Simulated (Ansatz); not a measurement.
# Al wire along [110], 37 atoms a period: bands along the axis

What gap, if any, does the Al wire along [110], 37 atoms a period have, and how many channels would it open?

Method: DFT PBE, plane waves, PAW; relaxation of a wire's period; PAW set soft_1, in the first sound run; inputs show where later runs differ, in Ansatz 0.2.0.

### Step 1. Set-up

The cell holds 37 atoms: 37 Al. Cell: a = 22.960 Å, b = 21.084 Å, c = 2.857 Å, α = 90.0°, β = 90.0°, γ = 90.0°. Vacuum lies along a and b. The structure's axis is c.

### Step 2. Relaxing the period

Band widths follow the bond lengths, so the wire is relaxed first. The atoms and the third cell vector are free; the box across stays fixed as vacuum. A Fermi-Dirac smearing is set since the result may be a metal. The pressure printed is a third of the stress's trace over the whole box, vacuum included; only the stress along the axis is relaxed.

Contents of input.yaml:

```yaml
crystal:
  lattice:
    - [22.96, 0.0, 0.0]
    - [0.0, 21.084, 0.0]
    - [0.0, 0.0, 2.856711396]
  atoms:
    - { symbol: Al, position: [0.148083624, 0.499989494, 0.0] }
    - { symbol: Al, position: [0.324041812, 0.364497586, 0.0] }
    - { symbol: Al, position: [0.324041812, 0.229005677, 0.0] }
    - { symbol: Al, position: [0.324041812, 0.499989494, 0.0] }
    - { symbol: Al, position: [0.5, 0.364497586, 0.0] }
    - { symbol: Al, position: [0.5, 0.229005677, 0.0] }
    - { symbol: Al, position: [0.5, 0.499989494, 0.0] }
    - { symbol: Al, position: [0.675958188, 0.364497586, 0.0] }
    - { symbol: Al, position: [0.675958188, 0.229005677, 0.0] }
    - { symbol: Al, position: [0.675958188, 0.499989494, 0.0] }
    - { symbol: Al, position: [0.851916376, 0.499989494, 0.0] }
    - { symbol: Al, position: [0.236062718, 0.296751631, 0.5] }
    - { symbol: Al, position: [0.236062718, 0.43224354, 0.5] }
    - { symbol: Al, position: [0.236062718, 0.567735448, 0.5] }
    - { symbol: Al, position: [0.236062718, 0.703227356, 0.5] }
    - { symbol: Al, position: [0.412020906, 0.161259723, 0.5] }
    - { symbol: Al, position: [0.412020906, 0.296751631, 0.5] }
    - { symbol: Al, position: [0.412020906, 0.43224354, 0.5] }
    - { symbol: Al, position: [0.412020906, 0.567735448, 0.5] }
    - { symbol: Al, position: [0.412020906, 0.703227356, 0.5] }
    - { symbol: Al, position: [0.412020906, 0.838719265, 0.5] }
    - { symbol: Al, position: [0.587979094, 0.161259723, 0.5] }
    - { symbol: Al, position: [0.587979094, 0.296751631, 0.5] }
    - { symbol: Al, position: [0.587979094, 0.43224354, 0.5] }
    - { symbol: Al, position: [0.587979094, 0.567735448, 0.5] }
    - { symbol: Al, position: [0.587979094, 0.703227356, 0.5] }
    - { symbol: Al, position: [0.587979094, 0.838719265, 0.5] }
    - { symbol: Al, position: [0.763937282, 0.296751631, 0.5] }
    - { symbol: Al, position: [0.763937282, 0.43224354, 0.5] }
    - { symbol: Al, position: [0.763937282, 0.567735448, 0.5] }
    - { symbol: Al, position: [0.763937282, 0.703227356, 0.5] }
    - { symbol: Al, position: [0.324041812, 0.635481402, 0.0] }
    - { symbol: Al, position: [0.324041812, 0.770973311, 0.0] }
    - { symbol: Al, position: [0.5, 0.635481402, 0.0] }
    - { symbol: Al, position: [0.5, 0.770973311, 0.0] }
    - { symbol: Al, position: [0.675958188, 0.635481402, 0.0] }
    - { symbol: Al, position: [0.675958188, 0.770973311, 0.0] }
kpoints:
  mp_grid: { grid: [1, 1, 29] }
scf:
  occupations: { method: fermi_dirac, width: 0.05 }
hamiltonian:
  xc: pbe
  pseudopotentials: { kind: paw, azcp: { folder: soft_1 } }
relax:
  cell: { fix: [a, b, alpha, beta, gamma] }
  max_steps: 45
  f_tol: 0.03
```

The run is started by

```sh
ansatz run input.yaml --threads 16 --pin off --max-ram 61440MiB --backend cuda --events-out ev --progress --plain --runs-dir out --max-vram 78GiB
```

Numbers of over 12 decimals in the logs are rounded to 6 here.

Log:

```text
Engine: ansatz 0.2.0, aarch64-unknown-linux-gnu
Pseudopotentials: kind: paw
Pseudopotential: Al, paw, valence charge 3, recommended cutoff 420 eV (normal), soft_1/Al.paw.azcp
Functional definition: PBE
  parameter kappa = 0.804
  parameter beta = 0.066725
  exchange = pbe_x(kappa = kappa, mu = beta*pi^2/3)
  correlation = pbe_c(beta = beta)
[...]
Crystal: 37 atoms, lattice volume = 1382.902 Å³
Basis set: ecut = 420 eV, 27039 PW (Γ), exchange–correlation on 320×288×40 points (8 copies of the dense FFT grid, shifted against one another)
Bands: 93, of which v1, the nominal top of the filled ones, is band 56 counted from 1 (55 counted from 0)
Symmetry: 8 space group operations
Space group: Pmmm (ITA 47), of the structure as read, at distance tolerance 1.1e-4 Å
k-points: 15 of 29
Non-local potential: Al, projectors of the file, l = 0: 2, l = 1: 2, l = 2: 1
PAW form: soft (Blöchl's): semilocal exchange-correlation on the pseudo side does not see the compensation charge
PAW one-centre angular grid: Al, 110 points (default); XC on 64 Gauss nodes
Initial density: superposition of atomic densities (neutral atoms: chi_scale 0, normalization atom)
Initial wavefunctions: pseudopotential atomic-orbital guess
[...]
Functional: x = pbe(κ = 0.804, μ = 0.219515), c = pbe(β = 0.066725)
SCF iter   1: F=—  HF=-19885.320928 eV  |F-HF|=—  |Δ(HF+E_count)|=         —  Δρ=2.00e-2  dr2=8.16e1  ethr=3.10e-3  ⟨swp⟩=8.2  Hψ=7841  notcnv=0  defer=156
preconditioner: auto → LDOS  [metal: Δε(μ)=0.010 eV  Ē_g=6.457 eV  σ=0.050 eV  W_gap=0.05  n_scr=120 (ndim 8)  ℏωp=10.5 eV  f_vac=0.368  D(μ)=14.25/eV (n_scr^D=68)  β→1.0]
SCF iter   2: F=—  HF=-19879.955498 eV  |F-HF|=—  |Δ(HF+E_count)|=    5.37e0  Δρ=1.21e-2  dr2=2.13e1  ethr=3.10e-3  ⟨swp⟩=4.9  Hψ=3424  notcnv=0  defer=273
[...]
SCF iter   9: F=-19878.363690 eV  HF=-19878.363690 eV  |F-HF|=1.17e-8  |Δ(HF+E_count)|=   7.97e-8  Δρ=7.75e-7  dr2=3.09e-8  ethr=9.01e-11  ⟨swp⟩=5.1  Hψ=4615  notcnv=0
SCF 1 converged in 9 iterations: F = -19878.363690 eV  dr2 = 3.09e-8
  greatest PAW one-centre occupation: 0.497 electrons in one spin orbital (limit 2), on the Al atom at site 10 (counted from 0), in its partial waves of l = 0
relax step   1: F+E_penalty+E_count = -19878.36368979 eV  Δ(F+E_penalty+E_count) = +0.000e0 eV  max|allowed force component| = 2.674e-1 eV/Å  Δτ_max = 0.0000 Å  P = -0.925 GPa  Ω = 1382.902 Å³  fix = [a, b, alpha, beta, gamma]  reactions: a -0.362, b -0.829 GPa  (9 SCF iters, dr2 threshold 1.00e-7 eV, accepted)
[...]
Crystal: 37 atoms, lattice volume = 1345.826 Å³
Basis set: ecut = 420 eV, 26415 PW (Γ), exchange–correlation on 320×288×40 points (8 copies of the dense FFT grid, shifted against one another)
[...]
iter 1 solved again at ethr=6.56e-4 eV; its pass at ethr=3.10e-3 eV (dr2=7.29e-1 eV) is discarded
SCF iter   1: F=—  HF=-19878.794782 eV  |F-HF|=—  |Δ(HF+E_count)|=         —  Δρ=2.84e-3  dr2=7.38e-1  ethr=6.56e-4  ⟨swp⟩=6.7  Hψ=7685  notcnv=0  defer=4
preconditioner: auto → LDOS  [metal: Δε(μ)=0.039 eV  Ē_g=6.330 eV  σ=0.050 eV  W_gap=0.19  n_scr=120 (ndim 8)  ℏωp=10.7 eV  f_vac=0.400  D(μ)=14.16/eV (n_scr^D=70)  β→1.0]
SCF iter   2: F=—  HF=-19878.711217 eV  |F-HF|=—  |Δ(HF+E_count)|=   8.36e-2  Δρ=1.08e-3  dr2=6.57e-2  ethr=6.56e-4  ⟨swp⟩=3.9  Hψ=2677  notcnv=0  defer=47
[...]
SCF iter   6: F=-19878.705550 eV  HF=-19878.705550 eV  |F-HF|=1.42e-8  |Δ(HF+E_count)|=   4.20e-6  Δρ=3.36e-6  dr2=4.74e-7  ethr=3.33e-9  ⟨swp⟩=5.3  Hψ=4639  notcnv=0
SCF 2 converged in 6 iterations: F = -19878.705550 eV  dr2 = 4.74e-7
  greatest PAW one-centre occupation: 0.489 electrons in one spin orbital (limit 2), on the Al atom at site 10 (counted from 0), in its partial waves of l = 0
relax step   2: F+E_penalty+E_count = -19878.70554960 eV  Δ(F+E_penalty+E_count) = -3.419e-1 eV  max|allowed force component| = 1.035e-1 eV/Å  Δτ_max = 0.1659 Å  P = +0.310 GPa  Ω = 1345.826 Å³  energy of the carried Pulay correction = +3.707e-3 eV  fix = [a, b, alpha, beta, gamma]  reactions: a +0.180, b +0.381 GPa  (6 SCF iters, dr2 threshold 3.70e-6 eV, accepted)
[...]
Crystal: 37 atoms, lattice volume = 1350.969 Å³
[...]
iter 1 solved again at ethr=2.16e-4 eV; its pass at ethr=3.10e-3 eV (dr2=2.40e-1 eV) is discarded
[...]
SCF 3 converged in 6 iterations: F = -19878.735366 eV  dr2 = 7.82e-8
relax step   3: F+E_penalty+E_count = -19878.73536612 eV  Δ(F+E_penalty+E_count) = -2.982e-2 eV  max|allowed force component| = 2.103e-2 eV/Å  Δτ_max = 0.0744 Å  P = -0.028 GPa  Ω = 1350.969 Å³  energy of the carried Pulay correction = +3.187e-3 eV  fix = [a, b, alpha, beta, gamma]  reactions: a +0.007, b -0.063 GPa  (6 SCF iters, dr2 threshold 6.69e-7 eV, accepted)
[...]
SCF 4 converged in 5 iterations: F = -19878.732744 eV  dr2 = 2.66e-10
relax step   4: F+E_penalty+E_count = -19878.73274411 eV  Δ(F+E_penalty+E_count) = +2.622e-3 eV  max|allowed force component| = 2.107e-2 eV/Å  Δτ_max = 0.0000 Å  P = -0.031 GPa  Ω = 1350.969 Å³  fix = [a, b, alpha, beta, gamma]  reactions: a +0.005, b -0.065 GPa  stress off target by 3.31e-2 GPa on what of the cell is left free  SCF on the basis re-selected at this cell (its energy is not comparable with the rows above)  (5 SCF iters)
[...]
SCF converged after 5 iterations
[...]
k-point 2: bands = [... 52 lower, 1.1686, 1.2397, 1.4850, 1.5508, 1.6249, 1.8014, 1.9406, 2.0632, ... 3 higher]
  k-point 14: bands = [... 52 lower, 1.0100, 1.0131, 1.1071, 1.1116, 1.1963, 1.2234, 1.2394, 1.4095, ... 3 higher]
--- Relaxed structure (3 steps of the walk, 3 accepted, 1 SCFs on fresh bases) ---
  F+E_penalty+E_count = -19878.73274411 eV   max|allowed force component| = 2.107e-2 eV/Å   (the final SCF, on the basis selected at the relaxed cell)
  cell:  # Å, volume = 1350.9689 Å³
    - [22.96, 0.0, 0.0]
    - [0.0, 21.084, 0.0]
    - [0.0, 0.0, 2.790747]
  atoms:
    - { symbol: Al, position: [0.151076, 0.499989, 0.0] }
    - { symbol: Al, position: [0.324050, 0.366091, 0.0] }
    - { symbol: Al, position: [0.321105, 0.232934, 0.0] }
    - { symbol: Al, position: [0.320400, 0.499989, 0.0] }
    - { symbol: Al, position: [0.5, 0.362862, 0.0] }
    - { symbol: Al, position: [0.5, 0.225054, 0.0] }
    - { symbol: Al, position: [0.5, 0.499989, 0.0] }
    - { symbol: Al, position: [0.675950, 0.366091, 0.0] }
    - { symbol: Al, position: [0.678895, 0.232934, 0.0] }
    - { symbol: Al, position: [0.679600, 0.499989, 0.0] }
    - { symbol: Al, position: [0.848924, 0.499989, 0.0] }
    - { symbol: Al, position: [0.234364, 0.297653, 0.5] }
    - { symbol: Al, position: [0.232726, 0.428444, 0.5] }
    - { symbol: Al, position: [0.232726, 0.571535, 0.5] }
    - { symbol: Al, position: [0.234364, 0.702326, 0.5] }
    - { symbol: Al, position: [0.408511, 0.166455, 0.5] }
    - { symbol: Al, position: [0.412690, 0.298269, 0.5] }
    - { symbol: Al, position: [0.410856, 0.433159, 0.5] }
    - { symbol: Al, position: [0.410856, 0.566820, 0.5] }
    - { symbol: Al, position: [0.412690, 0.701710, 0.5] }
    - { symbol: Al, position: [0.408511, 0.833524, 0.5] }
    - { symbol: Al, position: [0.591489, 0.166455, 0.5] }
    - { symbol: Al, position: [0.587310, 0.298269, 0.5] }
    - { symbol: Al, position: [0.589144, 0.433159, 0.5] }
    - { symbol: Al, position: [0.589144, 0.566820, 0.5] }
    - { symbol: Al, position: [0.587310, 0.701710, 0.5] }
    - { symbol: Al, position: [0.591489, 0.833524, 0.5] }
    - { symbol: Al, position: [0.765636, 0.297653, 0.5] }
    - { symbol: Al, position: [0.767274, 0.428444, 0.5] }
    - { symbol: Al, position: [0.767274, 0.571535, 0.5] }
    - { symbol: Al, position: [0.765636, 0.702326, 0.5] }
    - { symbol: Al, position: [0.324050, 0.633888, 0.0] }
    - { symbol: Al, position: [0.321105, 0.767045, 0.0] }
    - { symbol: Al, position: [0.5, 0.637117, 0.0] }
    - { symbol: Al, position: [0.5, 0.774925, 0.0] }
    - { symbol: Al, position: [0.675950, 0.633888, 0.0] }
    - { symbol: Al, position: [0.678895, 0.767045, 0.0] }
```

Elapsed: 6 s, on 1 × NVIDIA GB200 with 16 threads of Arm Neoverse V2, shared host; peak memory 1.2 GiB.

Relaxation path:

| step | energy less that of the first step (eV) | largest force component (eV/Å) | pressure (GPa) | volume (Å³) |
| --- | --- | --- | --- | --- |
| 1 | 0.0000 | 0.2674 | -0.93 | 1382.90 |
| 2 | -0.3419 | 0.1035 | 0.31 | 1345.83 |
| 3 | -0.3717 | 0.0210 | -0.03 | 1350.97 |
| 4 | -0.3691 | 0.0211 | -0.03 | 1350.97 |

The log counts 1 steps on a newly chosen plane-wave basis, not all of them marked here; energy and pressure can jump at such steps.

Forces are held to the 8 operations that the run works with; a distortion that breaks them can't arise in this run.

| cell as run | before | after | change |
| --- | --- | --- | --- |
| c (Å) | 2.857 | 2.791 | -2.3 % |

The atoms that moved most (Å, along periodic axes as changes of fractional coordinates times the final cell, across vacuum about the mean position):

| atom | dx | dy | dz | length |
| --- | --- | --- | --- | --- |
| Al27 | 0.081 | -0.110 | 0.000 | 0.136 |
| Al21 | -0.081 | -0.110 | 0.000 | 0.136 |
| Al22 | 0.081 | 0.110 | 0.000 | 0.136 |
| Al16 | -0.081 | 0.110 | 0.000 | 0.136 |
| Al29 | 0.077 | -0.080 | 0.000 | 0.111 |
| Al13 | -0.077 | -0.080 | 0.000 | 0.111 |
| Al30 | 0.077 | 0.080 | 0.000 | 0.111 |
| Al14 | -0.077 | 0.080 | 0.000 | 0.111 |

Final coordinates:

```cif
data_structure
_symmetry_space_group_name_H-M 'P 1'
_symmetry_Int_Tables_number 1
_cell_length_a 22.9600
_cell_length_b 21.0840
_cell_length_c 2.7907
_cell_angle_alpha 90.000
_cell_angle_beta 90.000
_cell_angle_gamma 90.000
_cell_volume 1350.97
loop_
_atom_site_label
_atom_site_type_symbol
_atom_site_fract_x
_atom_site_fract_y
_atom_site_fract_z
_atom_site_occupancy
Al1 Al 0.15108 0.49999 0.00000 1
Al2 Al 0.32405 0.36609 0.00000 1
Al3 Al 0.32110 0.23293 0.00000 1
Al4 Al 0.32040 0.49999 0.00000 1
Al5 Al 0.50000 0.36286 0.00000 1
Al6 Al 0.50000 0.22505 0.00000 1
Al7 Al 0.50000 0.49999 0.00000 1
Al8 Al 0.67595 0.36609 0.00000 1
Al9 Al 0.67890 0.23293 0.00000 1
Al10 Al 0.67960 0.49999 0.00000 1
Al11 Al 0.84892 0.49999 0.00000 1
Al12 Al 0.23436 0.29765 0.50000 1
Al13 Al 0.23273 0.42844 0.50000 1
Al14 Al 0.23273 0.57153 0.50000 1
Al15 Al 0.23436 0.70233 0.50000 1
Al16 Al 0.40851 0.16645 0.50000 1
Al17 Al 0.41269 0.29827 0.50000 1
Al18 Al 0.41086 0.43316 0.50000 1
Al19 Al 0.41086 0.56682 0.50000 1
Al20 Al 0.41269 0.70171 0.50000 1
Al21 Al 0.40851 0.83352 0.50000 1
Al22 Al 0.59149 0.16645 0.50000 1
Al23 Al 0.58731 0.29827 0.50000 1
Al24 Al 0.58914 0.43316 0.50000 1
Al25 Al 0.58914 0.56682 0.50000 1
Al26 Al 0.58731 0.70171 0.50000 1
Al27 Al 0.59149 0.83352 0.50000 1
Al28 Al 0.76564 0.29765 0.50000 1
Al29 Al 0.76727 0.42844 0.50000 1
Al30 Al 0.76727 0.57153 0.50000 1
Al31 Al 0.76564 0.70233 0.50000 1
Al32 Al 0.32405 0.63389 0.00000 1
Al33 Al 0.32110 0.76704 0.00000 1
Al34 Al 0.50000 0.63712 0.00000 1
Al35 Al 0.50000 0.77493 0.00000 1
Al36 Al 0.67595 0.63389 0.00000 1
Al37 Al 0.67890 0.76704 0.00000 1
```

Numbers from this step:

| Item | Value |
| --- | --- |
| energy at zero smearing | -19878.6686 eV |
| cell length along the wire | 2.791 Å |

The cell's length comes to 2.791 Å with spin left out.

### Step 3. The perfect wire

This step: DFT PBE, plane waves, PAW; bands of a perfect wire; PAW set soft_1 (Ansatz 0.2.0).

At the relaxed period the bands are computed along the axis; those that cross an energy going forward count the channels that a perfect wire would open there.

Contents of input.yaml:

```yaml
crystal:
  lattice:
    - [22.96, 0.0, 0.0]
    - [0.0, 21.084, 0.0]
    - [0.0, 0.0, 2.790746949]
  atoms:
    - { symbol: Al, position: [0.151075635, 0.499989494, 0.0] }
    - { symbol: Al, position: [0.324050357, 0.366091097, 0.0] }
    - { symbol: Al, position: [0.321104704, 0.232934363, 0.0] }
    - { symbol: Al, position: [0.320399984, 0.499989494, 0.0] }
    - { symbol: Al, position: [0.5, 0.362862411, 0.0] }
    - { symbol: Al, position: [0.5, 0.225053841, 0.0] }
    - { symbol: Al, position: [0.5, 0.499989494, 0.0] }
    - { symbol: Al, position: [0.675949643, 0.366091097, 0.0] }
    - { symbol: Al, position: [0.678895296, 0.232934363, 0.0] }
    - { symbol: Al, position: [0.679600016, 0.499989494, 0.0] }
    - { symbol: Al, position: [0.848924365, 0.499989494, 0.0] }
    - { symbol: Al, position: [0.234364099, 0.297652525, 0.5] }
    - { symbol: Al, position: [0.232726197, 0.428444391, 0.5] }
    - { symbol: Al, position: [0.232726197, 0.571534597, 0.5] }
    - { symbol: Al, position: [0.234364099, 0.702326462, 0.5] }
    - { symbol: Al, position: [0.408511453, 0.166454679, 0.5] }
    - { symbol: Al, position: [0.412690431, 0.298268816, 0.5] }
    - { symbol: Al, position: [0.410856134, 0.433158578, 0.5] }
    - { symbol: Al, position: [0.410856134, 0.566820409, 0.5] }
    - { symbol: Al, position: [0.412690431, 0.701710171, 0.5] }
    - { symbol: Al, position: [0.408511453, 0.833524309, 0.5] }
    - { symbol: Al, position: [0.591488547, 0.166454679, 0.5] }
    - { symbol: Al, position: [0.587309569, 0.298268816, 0.5] }
    - { symbol: Al, position: [0.589143866, 0.433158578, 0.5] }
    - { symbol: Al, position: [0.589143866, 0.566820409, 0.5] }
    - { symbol: Al, position: [0.587309569, 0.701710171, 0.5] }
    - { symbol: Al, position: [0.591488547, 0.833524309, 0.5] }
    - { symbol: Al, position: [0.765635901, 0.297652525, 0.5] }
    - { symbol: Al, position: [0.767273803, 0.428444391, 0.5] }
    - { symbol: Al, position: [0.767273803, 0.571534597, 0.5] }
    - { symbol: Al, position: [0.765635901, 0.702326462, 0.5] }
    - { symbol: Al, position: [0.324050357, 0.633887891, 0.0] }
    - { symbol: Al, position: [0.321104704, 0.767044624, 0.0] }
    - { symbol: Al, position: [0.5, 0.637116577, 0.0] }
    - { symbol: Al, position: [0.5, 0.774925147, 0.0] }
    - { symbol: Al, position: [0.675949643, 0.633887891, 0.0] }
    - { symbol: Al, position: [0.678895296, 0.767044624, 0.0] }
kpoints:
  mp_grid: { grid: [1, 1, 29] }
  band_path: { path: ["Γ", Z], npoints: 90 }
scf:
  occupations: { method: fermi_dirac, width: 0.05 }
hamiltonian:
  xc: pbe
  pseudopotentials: { kind: paw, azcp: { folder: soft_1 } }
output:
  dos: { e_range: [-5, 4] }
  write_potential: true
  write_density: true
  volumetric_format: npy
```

Log:

```text
[...]
device memory: the entry about to start is reckoned to put 26.7 GiB on a device that reports 115.6 GiB free (of which the cap on the GPU budget leaves the run 78.0 GiB)
GPU FFT provider: cuFFT
GPU libraries: cuBLAS 13.8.1, cuFFT 12.4.0, cuSOLVER 12.3.2
GPU matrix products: emulated (plane waves: as basis.precision tells), large ones in fixed point in workspaces of 1.00 GiB
Crystal: 37 atoms, lattice volume = 1350.969 Å³
Basis set: ecut = 420 eV, 26491 PW (Γ)
Bands: 93, of which v1, the nominal top of the filled ones, is band 56 counted from 1 (55 counted from 0)
Symmetry: 8 space group operations
[...]
k-points: 15 of 29
[...]
GPU buffer pool allocated for 460800 grid points (all kernels)
GPU transforms: local potential and band sums: pruned to the plane-wave sphere, on 160×144×20
[...]
SCF iter   1: F=—  HF=-19885.874661 eV  |F-HF|=—  |Δ(HF+E_count)|=         —  Δρ=2.06e-2  dr2=7.66e1  ethr=3.10e-3  ⟨swp⟩=8.1  Hψ=7816  notcnv=0  defer=125
[...]
SCF iter   9: F=-19878.734678 eV  HF=-19878.734678 eV  |F-HF|=1.42e-8  |Δ(HF+E_count)|=   2.11e-7  Δρ=8.92e-7  dr2=2.42e-8  ethr=9.01e-11  ⟨swp⟩=29.9  Hψ=10423  notcnv=0
SCF 1 converged in 9 iterations: F = -19878.734678 eV  dr2 = 2.42e-8
[...]
NSCF: frozen V_eff on 91 k-points
WARN: The output density's exchange-correlation potential varies sharply where the density is thin. Do not read a vacuum level from v_tot or v_xc, or from such a field of the output density. On a cell that repeats whose density bears no net charge and no dipole along the vacuum's axis use v_es (v_loc + v_h of the components); under efield.dipole_correction with no amplitude use v_es + v_field, which holds any externa [...]
SCF converged after 9 iterations
Free energy (F): -19878.734678 eV
[...]
Internal energy: -19878.606392 eV  (E = F + TS)
E sigma→0 (E₀):  -19878.670535 eV
Entropy (-TS):   -0.128286 eV (-3.467 meV/atom)
Fermi energy:    1.436097 eV
[...]
--- Band table (eV; the first three rows and the last of 15) ---
  k-point 0: bands = [... 52 lower, 1.0858, 1.1596, 1.4052, 1.4688, 1.5441, 1.7192, 1.8650, 1.9824, ... 33 higher]
  k-point 1: bands = [... 52 lower, 1.1065, 1.1797, 1.4253, 1.4894, 1.5644, 1.7398, 1.8841, 2.0026, ... 33 higher]
  k-point 2: bands = [... 52 lower, 1.1687, 1.2397, 1.4851, 1.5509, 1.6249, 1.8014, 1.9406, 2.0633, ... 33 higher]
  k-point 14: bands = [... 52 lower, 1.0100, 1.0131, 1.1072, 1.1117, 1.1964, 1.2235, 1.2394, 1.4096, ... 33 higher]
```

Run time: 7.7 s. Hardware: 1 × NVIDIA GB200 with 16 threads; peak memory 1.7 GiB.

Numbers from this step:

```
energy at zero smearing : -19878.6705 eV
band gap                : 0 eV
```

The electronic bands at the labelled points (eV, zero at the Fermi level; # counts the bands kept):

| point | #39 | #40 | #41 | #42 | #43 | #44 | #45 | #46 |
| --- | --- | --- | --- | --- | --- | --- | --- | --- |
| Γ | -0.80 | -0.35 | -0.28 | -0.03 | 0.03 | 0.11 | 0.28 | 0.43 |
| halfway | -0.33 | -0.18 | -0.01 | 0.05 | 0.29 | 0.37 | 0.67 | 0.74 |
| Z | -0.66 | -0.65 | -0.52 | -0.51 | -0.36 | -0.35 | -0.14 | -0.11 |

Between Γ and Z the bands cross the Fermi level 23 times, so a perfect wire would conduct at least 23 G₀, with spin left out.

### Step 4. Outcome

| Item | Value |
| --- | --- |
| cell length, PBE | 2.791 Å |
| ballistic conductance by band crossings, a lower bound, PBE | 23 G₀ |

Under PBE the cell's length is 2.79 Å, and the bands cross the Fermi level 23 times between Γ and Z, which gives a perfect wire at least 23 G₀ (opposite crossings within one step of the path cancel in such a count).

[Logs are printed without paths, hosts, clocks, repeated set-up lines and the standing remarks that a program may print on its own settings, such as how far it seeks lower states.]

[Hosts, paths, dates, database ids (printed as entryN), source tags and the programs' standing remarks are cut or masked in the printed files.]
